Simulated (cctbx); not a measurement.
# Accept or mend?

Cell a = 5.2270 Å, b = 6.4075 Å, c = 10.3648 Å, α = 86.10°, β = 76.81°, γ = 66.75°; space group P1 (no. 1).

The data are simulated with cctbx, not measured: synchrotron X-rays, λ = 0.7749 Å, to d = 0.7 Å, 50 % of the full sphere, strongest reflection 40000 counts, noise from counting, a 6 % proportional error and a noise floor of 2 counts (s.d.); no absorption.

An anisotropic refinement with weights 1/σ² prints:

```text
Rint 0.000, 1913 unique reflections to 0.70 A
cycle     R1     wR2    GooF  max shift (A)
   1  0.0736  0.2682   3.643   0.06073
   8  0.0395  0.1422   1.932   0.00032
final R1 0.0395 wR2 0.1422 GooF 1.932  parameters 144  data/parameter 13.3
atom        x        y        z      Ueq    occ   su(xyz)  su(Uiso or U11)
Ag1    0.87116  0.75103  0.24929   0.0067  1.000  0.00017  0.0004
Ag2    0.13767  0.24633  0.74402   0.0041  1.000  0.00015  0.0004
P1     0.80660  0.26101  0.39263   0.0048  1.000  0.00086  0.0013
K1     0.20762  0.74428  0.60316   0.0056  1.000  0.00071  0.0011
K2     0.45643  0.23967  0.10937   0.0128  1.000  0.00088  0.0014  NPD
K3     0.56766  0.74882  0.88797   0.0119  1.000  0.00080  0.0012
K4     0.37198  0.74869  0.24928   0.0190  1.000  0.00136  0.0014
P2     0.60253  0.26775  0.75496   0.0165  1.000  0.00149  0.0023
O1     0.11396  0.96525  0.13601   0.0102  1.000  0.00193  0.0031  NPD
O2     0.20675  0.54704  0.37074   0.0146  1.000  0.00217  0.0036
O3     0.42234  0.95004  0.36452   0.0105  1.000  0.00180  0.0031
O4     0.72978  0.54894  0.13384   0.0236  1.000  0.00233  0.0047
O5     0.87420  0.04953  0.85653   0.0314  1.000  0.00261  0.0060
O6     0.58261  0.06457  0.63971   0.0123  1.000  0.00194  0.0035
O7     0.78963  0.44868  0.63307   0.0156  1.000  0.00233  0.0042
O8     0.25877  0.45043  0.86909   0.0244  1.000  0.00225  0.0043
difference map: max 2.10 min -1.61 rms 0.27
Q1    0.2037  0.7596  0.5792    1    2.14  0.26 A from K1
Q2    0.8111  0.2435  0.4224    1    2.11  0.32 A from P1
Q3    0.1577  0.2348  0.7341    1    2.09  0.13 A from Ag2
Q4    0.8704  0.7524  0.2547    1    1.75  0.06 A from Ag1
Q5    0.7715  0.2960  0.3714    1    1.69  0.33 A from P1
Q6    0.4659  0.2287  0.0744    1    1.65  0.36 A from K2
```

Q: Accept it or mend it, and why?

Mend it. The fault: elements exchanged: K4 is P and P1 is K. Against the right model at the same level, R1 goes from 0.0265 to 0.0395 and GooF from 0.98 to 1.93, U of P1 shrinks from 0.0144 to 0.0048 Å², U of Ag2 shrinks from 0.0059 to 0.0041 Å², the top difference peak, 2.1 e/Å³, lies on K1 and K2 and O1 go non-positive-definite. P1 has 4 electrons too few and its U shrinks to make up, as expected.

The compound is K2AgPO4. The right model at the same level gives:

```text
Rint 0.000, 1913 unique reflections to 0.70 A
cycle     R1     wR2    GooF  max shift (A)
   1  0.0483  0.1540   2.092   0.08418
   4  0.0265  0.0721   0.980   0.00019
final R1 0.0265 wR2 0.0721 GooF 0.980  parameters 144  data/parameter 13.3
atom        x        y        z      Ueq    occ   su(xyz)  su(Uiso or U11)
Ag1    0.87107  0.75119  0.24912   0.0072  1.000  0.00009  0.0002
Ag2    0.13763  0.24631  0.74391   0.0059  1.000  0.00008  0.0002
K1     0.80788  0.26088  0.39195   0.0144  1.000  0.00037  0.0006
K2     0.20905  0.74433  0.60218   0.0065  1.000  0.00031  0.0005
K3     0.45588  0.23872  0.11117   0.0146  1.000  0.00039  0.0007
K4     0.56666  0.74811  0.89013   0.0105  1.000  0.00033  0.0005
P1     0.36650  0.75061  0.24753   0.0101  1.000  0.00067  0.0006
P2     0.59789  0.26930  0.75360   0.0169  1.000  0.00064  0.0010
O1     0.11664  0.96828  0.13766   0.0141  1.000  0.00104  0.0019
O2     0.21201  0.54834  0.36551   0.0175  1.000  0.00118  0.0021
O3     0.42094  0.95180  0.36361   0.0130  1.000  0.00098  0.0017
O4     0.73379  0.54681  0.13642   0.0238  1.000  0.00122  0.0023
O5     0.87962  0.05118  0.85646   0.0269  1.000  0.00131  0.0026
O6     0.58193  0.06486  0.63882   0.0145  1.000  0.00103  0.0019
O7     0.79227  0.45083  0.62800   0.0171  1.000  0.00119  0.0021
O8     0.26372  0.44788  0.87017   0.0266  1.000  0.00125  0.0024
Flack x: 0.02(2)
Hooft y: 0.026(37)  Bijvoet pairs: 484
difference map: max 0.61 min -0.70 rms 0.16
Q1    0.6847  0.5213  0.2446    1    0.64  1.11 A from O4
Q2    0.3290  0.4669  0.7574    1    0.63  1.15 A from O8
Q3    0.7163  0.9021  0.6227    1    0.61  1.00 A from O6
Q4    0.5029  0.3840  0.1308    1    0.60  1.09 A from K3
Q5    0.0309  0.9938  0.5856    1    0.58  1.52 A from K2
Q6    0.2490  0.9161  0.6256    1    0.58  1.25 A from K2
```

The model is made up (kin elements in a known structure type, no relaxation), so it says nothing on whether the phase exists.

[Middle refinement cycles are left out of these outputs.]

[Logs are printed without paths, hosts, clocks, repeated set-up lines and the standing remarks that a program may print on its own settings, such as how far it seeks lower states.]
